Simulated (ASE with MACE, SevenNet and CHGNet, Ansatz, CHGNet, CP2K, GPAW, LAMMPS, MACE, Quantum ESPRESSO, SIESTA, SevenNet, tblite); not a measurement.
# Machine-learned potentials runs on glassy Na2Si4O9 (90 atoms)

Wanted: machine-learned potentials inputs and outputs for glassy Na2Si4O9 (90 atoms), checked against a plane-wave reference.

Method: the method is named at each step, in ASE with MACE, SevenNet and CHGNet.

## Step 1: Starting point

The cell holds 90 atoms: 12 Na, 54 O and 24 Si. Its edges and angles: a = 10.817 Å, b = 10.817 Å, c = 10.817 Å, α = 90.0°, β = 90.0°, γ = 90.0°. 90 atoms (12 Na, 54 O, 24 Si) placed at random at 2.38 g/cm³, melted at 4500 K for 20 ps at fixed volume with the Morse and Coulomb pair potential with partial charges (Pedone, Malavasi, Menziani, Cormack and Segre, J. Phys. Chem. B 110, 11780 (2006)). Quenched from 4500 K to 300 K at 10 K/ps and fixed volume, held 5 ps.

The yardstick, on the same geometry:

| Quantity | Value |
| --- | --- |
| method | Kohn-Sham DFT, PBE, SSSP efficiency 1.3.0 pseudopotentials, plane waves (Quantum ESPRESSO 7.5); sssp-pbe-1.3.0-efficiency, cutoffs 60/480 Ry, Γ point |
| r.m.s. force component | 1.318 eV/Å |
| longest force | 5.296 eV/Å |
| pressure | 5.227 GPa |
| gap (highest filled to lowest empty level) | 2.733 eV |
| time | 2.7 min on 4 MPI ranks of Arm Neoverse V2, shared host |
| CPU time | 11 min |

## Step 2: MACE MP-0b2 small potential

Method: machine-learned interatomic potential MACE MP-0b2 small, trained on PBE(+U) plane-wave data.

Contents of run.py:

```python
import numpy as np
from ase.io import read
import mlip  # loads the published weights by name

atoms = read("structure.xyz")
atoms.calc = mlip.calc("mace-mp-0b2-small")
energy = atoms.get_potential_energy()
forces = atoms.get_forces()
print(f"energy {energy:.6f} eV")
print("forces (eV/A)")
for i, (a, f) in enumerate(zip(atoms, forces)):
    print(f"{i:4d} {a.symbol:2s} {f[0]:10.5f} {f[1]:10.5f} {f[2]:10.5f}")
stress = -atoms.get_stress(voigt=False) * 160.21766
print("stress (GPa, compression positive)")
for row in stress:
    print(" ".join(f"{x:10.4f}" for x in row))
```

Contents of structure.xyz:

```xyz
90
Lattice="10.81660 0.00000 0.00000 0.00000 10.81660 0.00000 0.00000 0.00000 10.81660" Properties=species:S:1:pos:R:3 pbc="T T T"
Na 4.42723 9.63110 1.74753
Na 5.85578 8.42862 10.44646
Na 4.99619 3.34774 7.56773
Na 5.75670 1.24239 4.85568
Na 6.00181 6.49537 4.65071
Na 6.06530 3.35196 0.08188
Na 9.41931 1.44229 2.45991
Na 6.86584 9.10422 4.15595
Na 7.05783 1.29583 2.48090
Na 8.97994 6.69407 6.12544
Na 10.37042 3.46174 5.87742
Na 7.37930 3.21642 7.54177
O 6.09321 1.33401 7.39888
O 4.65763 4.77272 2.33671
O 1.53736 7.39033 10.60503
O 2.97381 1.76970 7.90823
O 4.91203 0.88610 9.49319
O 10.55960 5.52555 10.09632
O 3.52589 4.73789 6.13280
O 10.13018 4.78105 3.81177
O 2.33963 1.62541 10.55116
O 1.93855 9.68443 0.76744
O 2.63373 8.57248 4.97964
O 2.23352 4.95519 10.59951
O 9.76220 9.81174 8.43565
O 8.46118 5.87255 8.47329
O 4.60052 7.23328 6.82668
O 0.71411 6.98493 4.27267
O 3.60561 5.64032 8.50931
O 7.80807 5.09354 5.04746
O 7.50780 5.96957 10.79064
O 3.81826 8.75993 9.98794
O 7.34544 10.60676 9.27880
O 10.66895 9.50931 2.24563
O 9.66225 0.95543 9.99432
O 0.95781 0.48015 7.22527
O 2.29463 10.26831 3.23514
O 6.93593 8.11634 6.04021
O 3.87407 2.99652 4.04314
O 4.54362 5.82744 0.02856
O 8.32510 2.45288 0.72471
O 3.99284 3.32686 9.76285
O 1.94061 2.60788 5.70835
O 1.89377 4.67753 4.11756
O 2.07592 6.64301 6.47179
O 8.31797 2.80712 3.92383
O 6.20429 6.90564 1.81762
O 4.74016 9.94835 3.95942
O 8.71904 7.53149 1.87008
O 1.54104 9.35820 8.86723
O 9.24257 3.48338 9.26723
O 10.66117 4.75887 7.55529
O 0.88858 1.02152 1.79880
O 5.00008 2.17976 1.81005
O 9.06442 9.38870 0.17177
O 0.78604 5.79164 1.81394
[... 30 atom lines left out ...]
Si 5.90759 0.16939 8.43176
Si 2.22303 1.25494 6.58580
Si 7.76015 6.35335 1.54212
Si 4.66542 6.21349 1.64932
```

Run with:

```sh
> OMP_NUM_THREADS=1 python run.py > output.txt
```

The program printed:

```text
energy -634.840824 eV
forces (eV/A)
   0 Na   -0.78066   -0.46215   -0.17328
   1 Na    0.26121   -0.12020    0.03652
   2 Na   -0.84356    0.06337   -0.16781
   3 Na   -0.49560   -0.04037    0.72136
   4 Na    0.01207   -0.57714   -0.05960
   5 Na    0.87310    0.05159    0.29968
   6 Na    0.79600    0.00654    0.18623
   7 Na    0.02977    0.43085   -0.43486
   8 Na   -0.41949    0.51358   -0.88491
   9 Na   -0.21265    0.02850    0.49605
  10 Na    0.20244   -0.14035   -0.12123
  11 Na    1.25320   -0.02807   -0.03594
  12 O     0.80675    1.77844   -1.91178
  13 O    -0.54321   -3.39222    0.95037
  14 O    -0.97541   -0.52370    0.12180
  15 O     2.08078    0.71391    2.52216
  16 O     0.04658   -1.13098    2.21196
  17 O    -0.55556    0.51651    0.83708
  18 O     1.78037   -1.19945   -0.31454
  19 O     0.85275   -0.19946    0.22948
  20 O     0.90565   -1.18975   -1.47424
  21 O     0.67735    0.31608   -0.80201
  22 O     0.90316    0.08384    0.06869
  23 O    -0.65507   -1.10585    0.00352
[...]
82 Si   -2.90091    0.26961    3.09238
  83 Si    1.74834    0.87624   -2.60128
  84 Si    0.23496   -0.01554    0.09304
  85 Si   -4.52098    0.90632   -1.97985
  86 Si    2.63572   -0.23733   -0.68322
  87 Si    0.57514   -1.27437    0.48221
  88 Si   -3.21477   -2.48648   -0.68878
  89 Si    1.15635   -0.69364   -1.36826
stress (GPa, compression positive)
    6.3135    -1.6313    -2.2418
   -1.6313     4.6606    -0.0940
   -2.2418    -0.0940     4.0991
```

It took 5.3 s on 1 thread of Arm Neoverse V2, shared host; peak memory 0.67 GiB.

Banners, paths, timers and routine set-up lines are dropped from the logs unmarked, and long logs keep their key lines alone; longer cuts are marked.

Compared with the plane-wave run:

| Quantity | Value |
| --- | --- |
| r.m.s. force component | 1.284 eV/Å |
| r.m.s. difference of force components | 97.23 meV/Å |
| longest difference of force vectors | 659.4 meV/Å |
| force difference over r.m.s. force | 7.377 % |
| slope of forces against the reference's | 0.9714 |
| correlation of force components | 0.9976 |
| pressure | 5.024 GPa |
| pressure difference | -0.2029 GPa |

Length of the force difference by element (eV/Å):

```tsv
element	atoms	mean	most
Na	12	0.068	0.097
O	54	0.12	0.33
Si	24	0.22	0.66
```

Local excerpt of 9 atoms (numbers count through the whole input) about O61, picked at random; x, y, z are measured from there.

```tsv
atom	x	y	z	distance (Å)	bonds	Fx	Fy	Fz (eV/Å)
O61	0.00	0.00	0.00	0.00	2	-0.84	-0.04	0.58
Si77	0.38	-1.50	-0.42	1.61	4	2.40	-0.56	0.90
Si87	0.44	1.33	0.80	1.61	4	2.64	-0.24	-0.68
O13	0.62	2.49	-0.23	2.58	4	0.81	1.78	-1.91
O38	1.46	-1.54	-1.59	2.65	4	0.02	-0.36	-0.24
O58	1.02	-2.26	0.97	2.66	3	-0.93	1.27	0.02
O33	1.87	0.95	1.65	2.67	2	-0.79	-0.24	-0.02
O27	-0.87	-2.43	-0.80	2.70	3	-0.92	-0.70	-1.12
O17	-0.56	2.04	1.87	2.82	2	0.05	-1.13	2.21
```

Atoms are counted from 1 here, from 0 in the log.

Forces lie 7.4 % from the reference's, at 0.0081 times its CPU time (on 1 against 4 cores).

## Step 3: SevenNet l3i5 potential

Method: machine-learned interatomic potential SevenNet l3i5, trained on PBE(+U) plane-wave data.

run.py: that of step 2 with these lines changed.

```diff
@@ -5,3 +5,3 @@
 atoms = read("structure.xyz")
-atoms.calc = mlip.calc("mace-mp-0b2-small")
+atoms.calc = mlip.calc("7net-l3i5")
 energy = atoms.get_potential_energy()
```

structure.xyz is that of step 2.

The program printed:

```text
energy -634.348938 eV
forces (eV/A)
   0 Na   -0.80793   -0.48813   -0.28842
   1 Na    0.09924   -0.16910    0.03397
   2 Na   -0.76893    0.08507   -0.13648
   3 Na   -0.52475   -0.03112    0.72771
   4 Na   -0.02201   -0.62356   -0.09887
   5 Na    0.90674    0.09938    0.25977
   6 Na    0.69979   -0.04212    0.21310
   7 Na    0.02026    0.37600   -0.42833
   8 Na   -0.26917    0.55003   -0.96170
   9 Na   -0.20486   -0.05602    0.49450
  10 Na    0.22213   -0.09761   -0.08719
  11 Na    1.19268   -0.02312   -0.07854
  12 O     0.82111    1.90624   -1.99452
  13 O    -0.54277   -3.56261    1.02536
  14 O    -1.10368   -0.64039    0.08232
  15 O     2.04386    0.66080    2.47568
  16 O     0.14528   -1.27599    2.13486
  17 O    -0.58599    0.48903    0.81372
  18 O     1.82645   -1.20696   -0.41193
  19 O     0.92504   -0.21255    0.27904
  20 O     0.89941   -1.18812   -1.44175
  21 O     0.55332    0.48932   -0.63683
  22 O     0.96556    0.10357    0.07692
  23 O    -0.70440   -1.10347   -0.01254
[...]
82 Si   -2.85085    0.29480    3.09584
  83 Si    1.67149    0.77817   -2.73946
  84 Si    0.17897   -0.03833    0.21000
  85 Si   -4.52463    1.05565   -2.01583
  86 Si    2.63809   -0.25227   -0.45493
  87 Si    0.54127   -1.27764    0.59960
  88 Si   -3.23211   -2.51280   -0.88333
  89 Si    0.88611   -0.44587   -1.32115
stress (GPa, compression positive)
    6.2100    -1.7134    -2.3107
   -1.7134     4.5625    -0.1495
   -2.3107    -0.1495     4.0956
```

It took 9 s on 1 thread; peak memory 1.5 GiB.

Against the reference:

* r.m.s. force component: 1.303 eV/Å
* r.m.s. difference of force components: 52.48 meV/Å
* longest difference of force vectors: 230.3 meV/Å
* force difference over r.m.s. force: 3.982 %
* slope of forces against the reference's: 0.9879
* correlation of force components: 0.9993
* pressure: 4.956 GPa
* pressure difference: -0.2713 GPa

Against the first run (7.4 %), the force difference from the reference is 4.0 %, at 1.6 times the CPU time.

## Step 4: CHGNet 0.3.0 potential

Method: machine-learned interatomic potential CHGNet 0.3.0, trained on PBE(+U) plane-wave data.

run.py: that of step 3 with these lines changed.

```diff
@@ -5,3 +5,3 @@
 atoms = read("structure.xyz")
-atoms.calc = mlip.calc("7net-l3i5")
+atoms.calc = mlip.calc("chgnet-0.3.0")
 energy = atoms.get_potential_energy()
```

structure.xyz is that of step 3.

The program printed:

```text
CHGNet v0.3.0 initialized with 412,525 parameters
CHGNet will run on cpu
energy -672.461243 eV
forces (eV/A)
   0 Na   -0.67398   -0.45531   -0.20590
   1 Na    0.09113   -0.07940    0.05546
   2 Na   -0.71259    0.09431   -0.14296
   3 Na   -0.58479    0.00293    0.80522
   4 Na   -0.03112   -0.54906   -0.16153
   5 Na    0.73929    0.05700    0.19386
   6 Na    0.65628   -0.07533    0.16701
   7 Na    0.03953    0.39322   -0.42146
   8 Na   -0.24725    0.44685   -0.87849
   9 Na   -0.11701   -0.08268    0.47999
  10 Na    0.12450   -0.14517   -0.16125
  11 Na    1.18707   -0.01059   -0.07800
  12 O     0.82498    1.93419   -2.06005
  13 O    -0.48070   -3.44057    0.92048
  14 O    -1.01870   -0.35178    0.08194
  15 O     2.15313    0.77434    2.66615
  16 O     0.13487   -1.37721    2.14623
  17 O    -0.55254    0.51123    0.79014
  18 O     1.74145   -1.21440   -0.20206
  19 O     0.86733   -0.17957    0.22037
  20 O     0.82995   -1.11672   -1.50185
  21 O     0.64697    0.23007   -0.77522
  22 O     0.91479    0.12993    0.03544
  23 O    -0.71103   -1.00105   -0.05762
[...]
82 Si   -2.89112    0.36131    3.20428
  83 Si    1.69382    0.76882   -2.78020
  84 Si    0.29550   -0.06091   -0.05518
  85 Si   -4.42274    0.93168   -2.08854
  86 Si    2.73531   -0.20638   -0.23521
  87 Si    0.54911   -1.25053    0.59685
  88 Si   -3.07776   -2.41103   -0.71099
  89 Si    0.97244   -0.45890   -1.34742
stress (GPa, compression positive)
    6.5131    -1.5903    -2.2333
   -1.5903     5.0005     0.0080
   -2.2333     0.0080     4.4086
```

It took 3.1 s on 1 thread; peak memory 1.2 GiB.

Against the reference:

* r.m.s. force component: 1.296 eV/Å
* r.m.s. difference of force components: 120.5 meV/Å
* longest difference of force vectors: 544.4 meV/Å
* force difference over r.m.s. force: 9.138 %
* slope of forces against the reference's: 0.9788
* correlation of force components: 0.9959
* pressure: 5.307 GPa
* pressure difference: 0.0801 GPa

Against the first run (7.4 %), the force difference from the reference is 9.1 %, at 0.58 times the CPU time.

## Step 5: The ladder

Differences are against the plane-wave reference, forces as r.m.s. over components; share is that over the reference's r.m.s. force, slope the least-squares factor from reference forces to these. Total energies of different programs have different zeros and aren't compared.

```tsv
run	Δ force, r.m.s. (meV/Å)	share (%)	slope	Δ pressure (GPa)	cores	CPU time	memory (GiB)
reference	-	-	-	-	4	11 min	4.1
MACE MP-0b2 small potential	97.2	7.38	0.971	-0.203	1	5.3 s	0.67
SevenNet l3i5 potential	52.5	3.98	0.988	-0.271	1	8.6 s	1.5
CHGNet 0.3.0 potential	120	9.14	0.979	0.0801	1	3.1 s	1.2
```

Times of the machine-learned potentials are mostly Python's start and the loading of weights.

CPU time is summed over cores on a shared host, where runs went side by side, so it is rough. Symmetry, cutoffs, thresholds, outputs and thread counts weren't matched or tuned between programs; memory under MPI is the largest rank's times the ranks.

## Step 6: What came out

| Item | Value |
| --- | --- |
| nearest in forces | SevenNet l3i5 potential, 4.0 % |
| its CPU time | 8.6 s |

**Reading.** Machine-learned potentials differ by 4.0 % (SevenNet l3i5 potential) to 9.1 % (CHGNet 0.3.0 potential); they were trained on other programs' data. The reference's pressure holds the uncorrected Pulay stress of its 60 Ry basis, so small pressure differences, and their order, may be the reference's own error. Machine-learned potentials mimic data converged in k, so the reference's own k-point error enters their differences. The quench rate of 10 K/ps is many orders above laboratory rates, so the cell is likely richer in defects and strain than a real sample. The network of bonds at the start is that of the classical potential that made the cell, and needn't be the one that DFT or experiment would give. The electronic-structure runs sample only Γ, in a cell whose shortest periodic width is 11 Å.

[Also dropped from logs without a mark: logging warnings of Python, and SIESTA's first energy breakdown and zero terms.]

[Logs are printed without paths, hosts, clocks, repeated set-up lines and the standing remarks that a program may print on its own settings, such as how far it seeks lower states.]

[Hosts, paths, dates, database ids (printed as entryN), source tags and the programs' standing remarks are cut or masked in the printed files.]
